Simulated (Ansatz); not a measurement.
# A hypothetical structure for KAl3, part 2 of 2

This structure for KAl3 is made up. Its elements were placed in a known structure type with a cell scaled to their sizes. What cell does the guess relax to, and how far off was it?

Ansatz 0.2.0; DFT, r2SCAN, plane-wave PAW, files of the set soft_1, scalar-relativistic, no spin, cell and ions relaxed at zero pressure; PAW set soft_1 (the session's first sound run).

So far: Set-up; Relaxation of the guess. The relaxed cell has a = 7.048 Å (conventional setting).

## Step 3: Bands of the relaxed cell

With the geometry fixed, one more self-consistent run, with a narrower smearing and the mesh shown in its input, gives the bands, and its pressure, and its forces where symmetry allows any, show how far the geometry depends on these settings.

This step: DFT, r2SCAN, plane-wave PAW, files of the set soft_1, scalar-relativistic, no spin, bands and density of states at the relaxed cell; PAW set soft_1 (Ansatz 0.2.0).

The input, input.yaml:

```yaml
crystal:
  lattice:
    - [0.0, 3.5237864935, 3.5237864935]
    - [3.5237864935, 0.0, 3.5237864935]
    - [3.5237864935, 3.5237864935, 0.0]
  atoms:
    - { symbol: K, position: [0.0, 0.0, 0.0] }
    - { symbol: Al, position: [0.5, 0.5, 0.5] }
    - { symbol: Al, position: [0.75, 0.75, 0.75] }
    - { symbol: Al, position: [0.25, 0.25, 0.25] }
kpoints:
  mp_grid: { grid: [8, 8, 8] }
  band_path:
    path:
      - [[0.0, 0.0, 0.0], [0.5, 0.0, 0.5], [0.5, 0.25, 0.75], [0.375, 0.375, 0.75], [0.0, 0.0, 0.0], [0.5, 0.5, 0.5], [0.625, 0.25, 0.625], [0.5, 0.25, 0.75], [0.5, 0.5, 0.5], [0.375, 0.375, 0.75]]
      - [[0.625, 0.25, 0.625], [0.5, 0.0, 0.5]]
    npoints: 8
scf:
  occupations: { method: fermi_dirac, width: 0.03 }
  n_extra_bands: 8
hamiltonian:
  xc: r2scan
  pseudopotentials: { kind: paw, azcp: { folder: soft_1 } }
output:
  forces: true
  stress: true
  write_bands: true
  dos: { projected: true }
  write_density: true
  write_potential: true
  elf: true
  volumetric_format: npy
```

Started as:

```bash
> ansatz run input.yaml --threads 4 --pin off --max-ram 10240MiB --backend cpu --events-out ev --progress --plain --runs-dir out
```

Numbers of over 12 decimals in the logs are rounded to 6 here.

What it wrote:

```text
[...]
Crystal: 4 atoms, lattice volume = 87.510 Å³
Basis set: ecut = 500 eV, 2229 PW (Γ), exchange–correlation on 160×160×160 points (64 copies of the dense FFT grid, shifted against one another)
Bands: 17, of which v1, the nominal top of the filled ones, is band 9 counted from 1 (8 counted from 0)
Symmetry: 48 space group operations
[...]
k-points: 29 of 512
[...]
SCF iter   7: F=-3161.943681 eV  HF=-3161.943681 eV  |F-HF|=3.94e-9  |Δ(HF+E_count)|=   1.50e-7  Δρ=3.12e-6  dr2=1.60e-8  dr2_τ=8.54e-11  ethr=5.56e-10  ⟨swp⟩=8.6  Hψ=2794  notcnv=0
SCF 1 converged in 7 iterations: F = -3161.943681 eV  dr2 = 1.60e-8
[...]
NSCF: frozen V_eff on 82 k-points
SCF converged after 7 iterations
Free energy (F): -3161.943681 eV
[...]
Internal energy: -3161.939088 eV  (E = F + TS)
E sigma→0 (E₀):  -3161.941384 eV
Entropy (-TS):   -0.004592 eV (-1.148 meV/atom)
Fermi energy:    6.380824 eV
[...]
--- Stress (GPa, compression-positive) ---
       -0.021150       0.000000       0.000000
        0.000000      -0.021150       0.000000
        0.000000       0.000000      -0.021150
  P = ⅓ Tr σ = -0.0212 GPa (-0.212 kbar)
--- Band table (eV; the first three rows and the last of 29) ---
  k-point 0: bands = [... 5 lower, 5.3753, 5.4086, 5.4086, 5.4086, 6.7187, 6.7187, 6.7187, 7.9230, ... 4 higher]
  k-point 1: bands = [... 5 lower, 3.9505, 5.3189, 5.3189, 5.7859, 6.7023, 6.7023, 7.0849, 9.0784, ... 4 higher]
  k-point 2: bands = [... 5 lower, 2.4951, 5.0790, 5.0790, 5.2815, 6.8067, 6.8067, 8.1579, 9.9293, ... 4 higher]
  k-point 28: bands = [... 5 lower, 1.1948, 1.1948, 3.2688, 6.6551, 6.6551, 9.1920, 9.3432, 10.6378, ... 4 higher]
```

Run time: 5.7 s. Hardware: 4 threads of Arm Neoverse N1, shared host; peak memory 0.64 GiB.

The column dr2 measures how far the density is from self-consistency, as an energy; F and HF (Harris–Foulkes) agree once it is small.

Numbers from this step:

```
free energy             : -3161.9437 eV
energy at zero smearing : -3161.9414 eV
smearing term TS        : 0.004592 eV
Fermi energy            : 6.381 eV
pressure                : -0.02115 GPa
```

bands.tsv at the labelled points (eV, zero at the Fermi level; the bands that come nearest the Fermi level along the path):

```tsv
point	band 6	band 7	band 8	band 9	band 10	band 11	band 12	band 13
Γ	-1.01	-0.97	-0.97	-0.97	0.34	0.34	0.34	1.54
X	-5.71	-4.06	-2.29	-2.29	0.61	3.83	3.83	5.39
W	-5.19	-5.19	-3.11	0.27	0.27	2.81	2.96	4.26
K	-5.45	-4.84	-2.10	-1.64	2.06	2.24	2.73	4.54
Γ	-1.01	-0.97	-0.97	-0.97	0.34	0.34	0.34	1.54
L	-6.14	-1.63	-1.63	-1.44	0.75	0.75	1.73	3.88
U	-5.45	-4.84	-2.10	-1.64	2.06	2.24	2.73	4.54
W	-5.19	-5.19	-3.11	0.27	0.27	2.81	2.96	4.26
L	-6.14	-1.63	-1.63	-1.44	0.75	0.75	1.73	3.88
K	-5.45	-4.84	-2.10	-1.64	2.06	2.24	2.73	4.54
U	-5.45	-4.84	-2.10	-1.64	2.06	2.24	2.73	4.54
X	-5.71	-4.06	-2.29	-2.29	0.61	3.83	3.83	5.39
```

States per cell as run, both spins, in windows of 1 eV, from dos.tsv (zero at the Fermi level):

```
from  to  total
  -8  -7   0.65
  -7  -6   1.05
  -6  -5   1.10
  -5  -4   1.44
  -4  -3   0.91
  -3  -2   1.47
  -2  -1   1.73
  -1   0   1.41
   0   1   1.65
   1   2   1.62
   2   3   2.18
   3   4   3.17
```

Below -8 eV lie 8.2 more states.

ELF in the ac plane of the conventional cell at fractional y = 0.000, with atoms of K and Al within 0.2 Å of it. It is the smooth field of the valence electrons, not physical close to the nuclei.

Values, 11 rows by 16 columns, each cell a mean:
```
0.81 0.81 0.38 0.07 0.29 0.56 0.50 0.21 0.19 0.37 0.60 0.41 0.13 0.19 0.71 0.82
0.46 0.28 0.10 0.22 0.44 0.58 0.62 0.55 0.52 0.61 0.60 0.50 0.31 0.12 0.20 0.41
0.14 0.20 0.32 0.45 0.49 0.44 0.33 0.24 0.22 0.29 0.40 0.48 0.48 0.38 0.24 0.15
0.50 0.57 0.58 0.51 0.36 0.16 0.11 0.24 0.28 0.17 0.12 0.28 0.46 0.55 0.58 0.53
0.24 0.47 0.62 0.44 0.15 0.14 0.62 0.82 0.82 0.74 0.30 0.09 0.32 0.58 0.57 0.29
0.29 0.23 0.54 0.38 0.10 0.26 0.80 0.78 0.71 0.84 0.50 0.07 0.26 0.53 0.38 0.16
0.35 0.57 0.63 0.46 0.20 0.11 0.47 0.74 0.78 0.62 0.20 0.12 0.37 0.59 0.62 0.42
0.43 0.49 0.52 0.51 0.41 0.23 0.12 0.13 0.14 0.10 0.16 0.35 0.49 0.53 0.51 0.45
0.10 0.13 0.24 0.40 0.49 0.49 0.43 0.35 0.34 0.40 0.48 0.50 0.45 0.30 0.15 0.10
0.65 0.46 0.14 0.16 0.40 0.59 0.64 0.51 0.45 0.60 0.63 0.49 0.25 0.09 0.32 0.61
0.74 0.83 0.47 0.07 0.27 0.55 0.43 0.17 0.26 0.28 0.56 0.39 0.10 0.23 0.78 0.80
```
Columns run along a (7.0 Å), rows up along c (7.0 Å), edges of the conventional cell, whose origin can differ from the input's. Atoms in or near the plane, at fractional coordinates: K at (0.00, 0.00), K at (0.50, 0.50), Al at (0.50, 0.00), Al at (0.00, 0.50).

Valence density in the ac plane of the conventional cell at fractional y = 0.000, with atoms of K and Al within 0.2 Å of it. It is the smooth field of the valence electrons, not physical close to the nuclei.

Values in e/Å³, 11 rows by 16 columns, each cell a mean:
```
3.2 1.7 0.3 0.1 0.1 0.1 0.2 0.1 0.1 0.1 0.2 0.1 0.1 0.2 1.0 2.8
0.5 0.2 0.1 0.1 0.1 0.1 0.2 0.2 0.2 0.2 0.1 0.1 0.1 0.1 0.2 0.4
0.1 0.1 0.1 0.1 0.1 0.1 0.1 0.1 0.1 0.1 0.1 0.1 0.1 0.1 0.1 0.1
0.1 0.1 0.1 0.1 0.1 0.1 0.1 0.2 0.2 0.1 0.1 0.1 0.1 0.1 0.1 0.1
0.1 0.2 0.2 0.1 0.1 0.1 0.7 2.1 2.5 1.3 0.3 0.1 0.1 0.1 0.2 0.1
0.1 0.1 0.2 0.1 0.1 0.2 1.5 3.7 4.1 2.4 0.5 0.1 0.1 0.1 0.2 0.1
0.1 0.2 0.2 0.1 0.1 0.1 0.5 1.4 1.6 0.8 0.2 0.1 0.1 0.1 0.2 0.2
0.1 0.1 0.1 0.1 0.1 0.1 0.1 0.1 0.1 0.1 0.1 0.1 0.1 0.1 0.1 0.1
0.1 0.1 0.1 0.1 0.1 0.1 0.1 0.1 0.1 0.1 0.1 0.1 0.1 0.1 0.1 0.1
1.0 0.5 0.1 0.1 0.1 0.1 0.2 0.2 0.2 0.2 0.2 0.1 0.1 0.1 0.3 0.8
3.8 2.2 0.4 0.1 0.1 0.1 0.2 0.1 0.1 0.1 0.2 0.1 0.1 0.2 1.3 3.4
```
Columns run along a (7.0 Å), rows up along c (7.0 Å), edges of the conventional cell, whose origin can differ from the input's. Atoms in or near the plane, at fractional coordinates: K at (0.00, 0.00), K at (0.50, 0.50), Al at (0.50, 0.00), Al at (0.00, 0.50).

Electrostatic potential energy in the ac plane of the conventional cell at fractional y = 0.000, with atoms of K and Al within 0.2 Å of it. With pseudopotentials it is smooth inside the atoms' cores, unlike the true potential.

Ten even steps from '_' (-35 eV) to '@' (9 eV), each cell a mean:
```
____++%%@@@@@@##++%%@@##**%%@@@@@@##::__
..==##@@@@@@@@%%**++**++##@@@@@@@@%%++::
##%%@@@@@@@@@@@@%%####%%@@@@@@@@@@@@%%##
@@@@@@@@@@@@@@@@@@@@@@@@@@@@@@@@@@@@@@@@
@@@@@@@@@@@@@@@@@@@@@@@@@@@@@@@@@@@@@@@@
@@@@@@@@@@@@@@@@@@@@@@@@@@@@@@@@@@@@@@@@
%%@@@@@@@@@@@@@@@@%%%%%%@@@@@@@@@@@@@@%%
****%%@@@@@@@@@@##++==**%%@@@@@@@@@@##**
##****@@@@@@@@%%==____::**%%@@@@@@%%++##
@@##**%%@@@@@@##..______==%%@@@@@@##**@@
@@##**%%@@@@@@##::______++%%@@@@@@##++%%
**++##@@@@@@@@%%++::..==##@@@@@@@@%%**++
##%%@@@@@@@@@@@@%%####%%@@@@@@@@@@@@%%##
@@@@@@@@@@@@@@@@@@@@@@@@@@@@@@@@@@@@@@@@
@@@@@@@@@@@@@@@@@@@@@@@@@@@@@@@@@@@@@@@@
@@@@@@@@@@@@@@@@@@@@@@@@@@@@@@@@@@@@@@@@
%%%%@@@@@@@@@@@@@@%%%%@@@@@@@@@@@@@@@@%%
==**%%@@@@@@@@@@##******%%@@@@@@@@@@##++
__::**%%@@@@@@%%++####****@@@@@@@@%%==__
____==%%@@@@@@##**@@@@##**%%@@@@@@##..__
```
Columns run along a (7.0 Å; values clipped at the 3rd and 97th percentile), rows up along c (7.0 Å), edges of the conventional cell, whose origin can differ from the input's. Atoms in or near the plane, at fractional coordinates: K at (0.00, 0.00), K at (0.50, 0.50), Al at (0.50, 0.00), Al at (0.00, 0.50).

## Step 4: Outcome

```json
{
 "space group, relaxed": "Fm-3m",
 "conventional cell": "a = 7.048, b = 7.048, c = 7.048 Å; α = 90.0°, β = 90.0°, γ = 90.0°",
 "volume per atom": "21.88 Å³ (guess 24.64)"
}
```

In words: KAl3 relaxes to Fm-3m with a = 7.048, b = 7.048 and c = 7.048 Å. The guessed volume was 13 % too large. The space group Fm-3m was held in the relaxation, so the end point is a stationary structure within it and may be a saddle against distortions or other arrangements. Bands cross the Fermi level, so it is a metal or semimetal at this level. On the 8×8×8 mesh with the narrower smearing (relaxed on 6×6×6) the forces vanish, as symmetry may demand, and the largest stress component is 0.021 GPa, within the relaxation's thresholds of 0.015 eV/Å and 0.05 GPa. The cutoff wasn't tested. No dispersion term is used, so weakly bound directions may come out too long. Nothing here tests whether the compound is stable against decomposition.

[Logs are printed without paths, hosts, clocks, repeated set-up lines and the standing remarks that a program may print on its own settings, such as how far it seeks lower states.]

[Hosts, paths, dates, database ids (printed as entryN), source tags and the programs' standing remarks are cut or masked in the printed files.]
